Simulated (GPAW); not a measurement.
# A GW chain in GPAW: Cs2AgBiBr6 (Fm-3m)

How does a plane-wave GW calculation on Cs2AgBiBr6 (Fm-3m) run from the first input to the gap?

Program: GPAW 26.7.0. Level of theory: LDA and many-body steps on it, plane waves. Results are calculated unless marked as measured.

Most raw output is cut from this account.

## (1) The starting structure

Symmetry: Fm-3m, No. 225, cubic system. The conventional cell has a = 11.232 Å, b = 11.232 Å, c = 11.232 Å, α = 90.00°, β = 90.00°, γ = 90.00°. Nearest to Cs lie 12 Br at 3.97 Å. Ag has 6 Br at 2.80 Å nearest. Nearest to Bi lie 6 Br at 2.81 Å. Br has 1 Ag at 2.80 Å and 1 Bi at 2.81 Å and 4 Cs at 3.97 Å nearest. Farther neighbours and most contacts between anions are not listed.

As a file:

```cif
data_structure
_symmetry_space_group_name_H-M 'P 1'
_symmetry_Int_Tables_number 1
_cell_length_a 7.9424
_cell_length_b 7.9424
_cell_length_c 7.9424
_cell_angle_alpha 60.000
_cell_angle_beta 60.000
_cell_angle_gamma 60.000
_cell_volume 354.27
loop_
_atom_site_label
_atom_site_type_symbol
_atom_site_fract_x
_atom_site_fract_y
_atom_site_fract_z
_atom_site_occupancy
Cs1 Cs 0.25000 0.25000 0.25000 1
Cs2 Cs 0.75000 0.75000 0.75000 1
Ag3 Ag 0.50000 0.50000 0.50000 1
Bi4 Bi 0.00000 0.00000 0.00000 1
Br5 Br 0.25055 0.74945 0.25055 1
Br6 Br 0.25055 0.74945 0.74945 1
Br7 Br 0.74945 0.25055 0.74945 1
Br8 Br 0.74945 0.25055 0.25055 1
Br9 Br 0.25055 0.25055 0.74945 1
Br10 Br 0.74945 0.74945 0.25055 1
```

The cell and positions come from the Crystallography Open Database and are kept as given unless a step says otherwise. Spin-orbit coupling is left out unless a step names it.

## (2) Ground state

This step: GPAW 26.7.0; DFT, LDA, plane waves, PAW.

The ground-state density comes first.

File run.py:

```python
import json
import numpy as np
from gpaw.mpi import world
from ase import Atoms
from gpaw import GPAW, PW, FermiDirac

atoms = Atoms(['Cs', 'Cs', 'Ag', 'Bi', 'Br', 'Br', 'Br', 'Br', 'Br', 'Br'],
    cell=[[0.0000000000, 5.6161000000, 5.6161000000],
      [5.6161000000, 0.0000000000, 5.6161000000],
      [5.6161000000, 5.6161000000, 0.0000000000]],
    scaled_positions=[[0.2500000000, 0.2500000000, 0.2500000000],
      [0.7500000000, 0.7500000000, 0.7500000000],
      [0.5000000000, 0.5000000000, 0.5000000000],
      [0.0000000000, 0.0000000000, 0.0000000000],
      [0.2505500000, 0.7494500000, 0.2505500000],
      [0.2505500000, 0.7494500000, 0.7494500000],
      [0.7494500000, 0.2505500000, 0.7494500000],
      [0.7494500000, 0.2505500000, 0.2505500000],
      [0.2505500000, 0.2505500000, 0.7494500000],
      [0.7494500000, 0.7494500000, 0.2505500000]],
    pbc=(True, True, True))
calc = GPAW(mode=PW(450),
    xc='LDA',
    kpts={'size': (4, 4, 4), 'gamma': True},
    occupations=FermiDirac(0.001),
    nbands=-11,
    convergence={'density': 1e-6, 'bands': -3},
    maxiter=100,
    txt='gs.txt')
atoms.calc = calc
res = {'energy': atoms.get_potential_energy()}
kpts = calc.get_ibz_k_points()
res['kpts'] = kpts
res['eigenvalues'] = [calc.get_eigenvalues(kpt=k) for k in range(len(kpts))]
res['n_electrons'] = calc.get_number_of_electrons()
calc.write('gs.gpw')

if world.rank == 0:
    with open('result.json', 'w') as f:
        json.dump(res, f, default=lambda x: x.tolist())
```

Started as:

```bash
$ mpirun -n 8 gpaw python run.py
```

Elapsed: 38 s, on 8 MPI ranks of Arm Neoverse V1, shared host; peak memory 2.3 GiB; 5 min of CPU time.

Numbers from this step:

```
total energy               : -35.00 eV
gap                        : 1.078 eV
k of the valence top       : 0.5, 0.5, 0
k of the conduction bottom : 0.5, 0.5, 0.5
least direct gap           : 2.312 eV
```

The gap is indirect, with the least direct gap 1.23 eV higher.

## (3) Bands along the symmetry lines

The cheap functional maps the bands first; the places of the edges decide which points the dearer methods must see.

File run.py:

```python
import json
import numpy as np
from gpaw.mpi import world
from gpaw import GPAW

path = [[0.000000, 0.000000, 0.000000],
    [0.062500, 0.000000, 0.062500],
    [0.125000, 0.000000, 0.125000],
    [0.187500, 0.000000, 0.187500],
    [0.250000, 0.000000, 0.250000],
    [0.312500, 0.000000, 0.312500],
    [0.375000, 0.000000, 0.375000],
    [0.437500, 0.000000, 0.437500],
    [0.500000, 0.000000, 0.500000],
    [0.515625, 0.031250, 0.515625],
    [0.531250, 0.062500, 0.531250],
    [0.546875, 0.093750, 0.546875],
    [0.562500, 0.125000, 0.562500],
    [0.578125, 0.156250, 0.578125],
    [0.593750, 0.187500, 0.593750],
    [0.609375, 0.218750, 0.609375],
    [0.625000, 0.250000, 0.625000],
    [0.375000, 0.375000, 0.750000],
    [0.328125, 0.328125, 0.656250],
    [0.281250, 0.281250, 0.562500],
    [0.234375, 0.234375, 0.468750],
    [0.187500, 0.187500, 0.375000],
    [0.140625, 0.140625, 0.281250],
    [0.093750, 0.093750, 0.187500],
    [0.046875, 0.046875, 0.093750],
    [0.000000, 0.000000, 0.000000],
    [0.062500, 0.062500, 0.062500],
    [0.125000, 0.125000, 0.125000],
    [0.187500, 0.187500, 0.187500],
    [0.250000, 0.250000, 0.250000],
    [0.312500, 0.312500, 0.312500],
    [0.375000, 0.375000, 0.375000],
    [0.437500, 0.437500, 0.437500],
    [0.500000, 0.500000, 0.500000],
    [0.500000, 0.468750, 0.531250],
    [0.500000, 0.437500, 0.562500],
    [0.500000, 0.406250, 0.593750],
    [0.500000, 0.375000, 0.625000],
    [0.500000, 0.343750, 0.656250],
    [0.500000, 0.312500, 0.687500],
    [0.500000, 0.281250, 0.718750],
    [0.500000, 0.250000, 0.750000],
    [0.500000, 0.218750, 0.718750],
    [0.500000, 0.187500, 0.687500],
    [0.500000, 0.156250, 0.656250],
    [0.500000, 0.125000, 0.625000],
    [0.500000, 0.093750, 0.593750],
    [0.500000, 0.062500, 0.562500],
    [0.500000, 0.031250, 0.531250],
    [0.500000, 0.000000, 0.500000]]
calc = GPAW('gs.gpw').fixed_density(kpts=path,
    symmetry='off',
    nbands=56,
    convergence={'bands': 52},
    txt='bands.txt')
res = {}
kpts = calc.get_ibz_k_points()
res['kpts'] = kpts
res['eigenvalues'] = [calc.get_eigenvalues(kpt=k) for k in range(len(kpts))]
res['n_electrons'] = calc.get_number_of_electrons()

if world.rank == 0:
    with open('result.json', 'w') as f:
        json.dump(res, f, default=lambda x: x.tolist())
```

Started as:

```bash
$ mpirun -n 8 gpaw python run.py
```

Run time: 3.3 min. Hardware: 8 MPI ranks; peak memory 2.9 GiB; 27 min of CPU time.

This step gave:

```yaml
gap: 1.078 eV
k_of_the_valence_top: 0.5, 0, 0.5
k_of_the_conduction_bottom: 0.5, 0.5, 0.5
least_direct_gap: 2.182 eV
```

The gap is 1.078 eV, as in the run before at this level.

Electronic bands along the path, in eV, zero at the top of the highest filled band:

| point | band 43 | band 44 | band 45 | band 46 | band 47 | band 48 | band 49 | band 50 |
| --- | --- | --- | --- | --- | --- | --- | --- | --- |
| Γ | -1.20 | -1.20 | -0.70 | -0.70 | 2.14 | 2.14 | 2.14 | 3.26 |
| halfway | -1.51 | -1.21 | -1.06 | -0.70 | 2.44 | 2.44 | 2.57 | 4.04 |
| X | -1.56 | -1.22 | -0.70 | 0.00 | 2.68 | 2.68 | 3.07 | 4.14 |
| halfway | -1.56 | -1.26 | -0.82 | -0.05 | 2.49 | 2.84 | 3.04 | 4.39 |
| U | -1.54 | -1.39 | -1.04 | -0.22 | 2.17 | 2.97 | 3.20 | 4.90 |
| jump to K | -1.54 | -1.39 | -1.04 | -0.22 | 2.17 | 2.97 | 3.20 | 4.90 |
| halfway | -1.46 | -1.32 | -1.26 | -1.00 | 1.87 | 2.50 | 3.30 | 4.10 |
| Γ | -1.20 | -1.20 | -0.70 | -0.70 | 2.14 | 2.14 | 2.14 | 3.26 |
| halfway | -1.51 | -1.30 | -1.08 | -1.08 | 1.61 | 2.87 | 2.87 | 3.84 |
| L | -1.51 | -1.41 | -1.27 | -1.27 | 1.08 | 3.61 | 3.61 | 4.63 |
| halfway | -1.51 | -1.47 | -1.25 | -0.58 | 1.61 | 3.27 | 3.45 | 4.97 |
| W | -1.46 | -1.46 | -1.30 | -0.10 | 2.49 | 2.89 | 2.89 | 5.11 |
| halfway | -1.56 | -1.29 | -0.94 | -0.06 | 2.56 | 2.75 | 3.02 | 4.60 |
| X | -1.56 | -1.22 | -0.70 | 0.00 | 2.68 | 2.68 | 3.07 | 4.14 |

## (4) Empty states on the mesh, 2×2×2 mesh, 1202 bands

The sums over transitions need many empty states on a uniform mesh; this step solves for them.

File run.py:

```python
import json
import numpy as np
from gpaw.mpi import world
from gpaw import GPAW

calc = GPAW('gs.gpw').fixed_density(kpts={'size': (2, 2, 2), 'gamma': True},
    parallel={'domain': 1, 'band': 1},
    txt='nscf.txt')
calc.diagonalize_full_hamiltonian(nbands=1202)
calc.write('full.gpw', mode='all')
res = {}
kpts = calc.get_ibz_k_points()
res['kpts'] = kpts
res['eigenvalues'] = [calc.get_eigenvalues(kpt=k) for k in range(len(kpts))]
res['n_electrons'] = calc.get_number_of_electrons()

if world.rank == 0:
    with open('result.json', 'w') as f:
        json.dump(res, f, default=lambda x: x.tolist())
```

Started as:

```bash
$ mpirun -n 3 gpaw python run.py
```

The job ended after 8.2 min (3 MPI ranks; peak memory 12 GiB).

Numbers from this step:

```
gap                                                           : 1.078 eV
k of the valence top                                          : 0.5, 0.5, 0
k of the conduction bottom                                    : 0.5, 0.5, 0.5
least direct gap                                              : 2.347 eV
k points computed                                             : 3
lowest point of the top converged band, above the valence top : 119.9510 eV
```

On this mesh the gap is 1.078 eV.

## (5) Screening and self-energy, 2×2×2 mesh, 554 bands, screening to 78 eV

G0W0 replaces the xc potential by the self-energy, built once from these orbitals. Only a window of levels is corrected, while the sums run over the empty bands that the input names.

This step: G0W0 on LDA, plane waves, PAW.

File run.py:

```python
import json
import numpy as np
from gpaw.mpi import world
from gpaw.response.g0w0 import G0W0

gw = G0W0('full.gpw',
    filename='gw',
    kpts=[0, 1, 2],
    bands=(44, 48),
    ecut=78,
    nbands=554,
    integrate_gamma='WS',
    ppa=True)
gw.calculate()
res = {mode: {k: v for k, v in r.items() if k != 'sigma_eskwn'}
       for mode, r in gw.all_results.items()}

if world.rank == 0:
    with open('result.json', 'w') as f:
        json.dump(res, f, default=lambda x: x.tolist())
```

Started as:

```bash
$ mpirun -n 8 gpaw python run.py
```

Elapsed: 3.8 min, on 8 MPI ranks; peak memory 9.3 GiB.

This step gave:

- G0W0 gap on the points computed: 2.083 eV
- least direct G0W0 gap on the computed points: 3.721 eV
- Z at the valence top: 0.7914
- Z at the conduction bottom: 0.8135
- starting gap on the mesh: 1.078 eV
- k of the valence top: 0.5, 0.5, 0
- k of the conduction bottom: 0.5, 0.5, 0.5

The gap on the mesh goes from 1.08 eV to 2.08 eV, a correction of +1.00 eV.

Limits: finite bands, cutoff and mesh; d shell near the gap, gap tends to lie low; no spin-orbit coupling; coarse k mesh. v1 is the top filled band, c1 the lowest empty one. Levels before and after the correction, in eV, zero at the valence-band top of each column:

|  | conduction bottom | valence top |
| --- | --- | --- |
| Kohn-Sham | 1.08 | 0.00 |
| G0W0 | 2.08 | 0.00 |

|  | level | energy (eV) |
| --- | --- | --- |
| Kohn-Sham | (0.5 0.5 0) v2 | -0.703 |
| Kohn-Sham | (0.5 0.5 0) v1 | 0.000 |
| Kohn-Sham | (0.5 0.5 0) c1-c2 | 2.680 |
| Kohn-Sham | (0.5 0.5 0.5) v2-v1 | -1.269 |
| Kohn-Sham | (0.5 0.5 0.5) c1 | 1.078 |
| Kohn-Sham | (0.5 0.5 0.5) c2 | 3.610 |
| G0W0 | (0.5 0.5 0) v2 | -0.902 |
| G0W0 | (0.5 0.5 0) v1 | 0.000 |
| G0W0 | (0.5 0.5 0) c1-c2 | 3.721 |
| G0W0 | (0.5 0.5 0.5) v2-v1 | -1.719 |
| G0W0 | (0.5 0.5 0.5) c1 | 2.083 |
| G0W0 | (0.5 0.5 0.5) c2 | 4.741 |

## (6) Where the time went

Times are wall times on the hardware named with each run, good to a factor of about two.

| step | time | share | memory (GiB) |
| --- | --- | --- | --- |
| ground state | 38 s | 4 % | 2.3 |
| bands along the symmetry lines | 3.3 min | 21 % | 2.9 |
| empty states on the mesh | 8.2 min | 51 % | 12 |
| screening and self-energy | 3.8 min | 24 % | 9.3 |

## (7) Outcome

- LDA gap: 1.08 eV, indirect
- G0W0 gap on the mesh: 2.08 eV
- GW settings: 2×2×2 mesh, 554 bands, screening to 78 eV, Godby-Needs plasmon pole
- known limits: not at the basis limit; d shell near the gap, gap tends to lie low; no spin-orbit coupling; coarse k mesh

In words: G0W0 moves the gap on the mesh from 1.08 eV to 2.08 eV (+1.00 eV), with Z of 0.79 and 0.81 at the edges. The dearest step here is «empty states on the mesh». Bands and cutoff are finite, so the gap is not at the basis limit. The miss can reach some tenths of an eV and take either sign; the mesh is an error of its own. These stock PAW sets were not made for GW; the filled d or f shell of Br lies in the frozen core, which bears on start and correction. The 2×2×2 mesh is coarse for this cell, which bears on the long-range parts of exchange and screening. Where an edge is built on 6p states of lead, bismuth or thallium, scalar-relativistic gaps usually stand too wide, by a few tenths to over one eV. A d shell, filled or nearly so, lies near the gap. One-shot GW converges very slowly in bands there, not always from below, and on a semilocal start the gap tends to come out low; starts rich in exact exchange can overshoot instead. The many-body steps are scalar-relativistic: spin-orbit coupling is not in them.

[Paths, hosts, dates, memory and timing lines, banners, echoed tables and standing remarks are left out of the program output.]

[Logs are printed without paths, hosts, clocks, repeated set-up lines and the standing remarks that a program may print on its own settings, such as how far it seeks lower states.]

[Runs of the session that timed out or met a known fault of the program may be left out.]

[Hosts, paths, dates, database ids (printed as entryN), source tags and the programs' standing remarks are cut or masked in the printed files.]
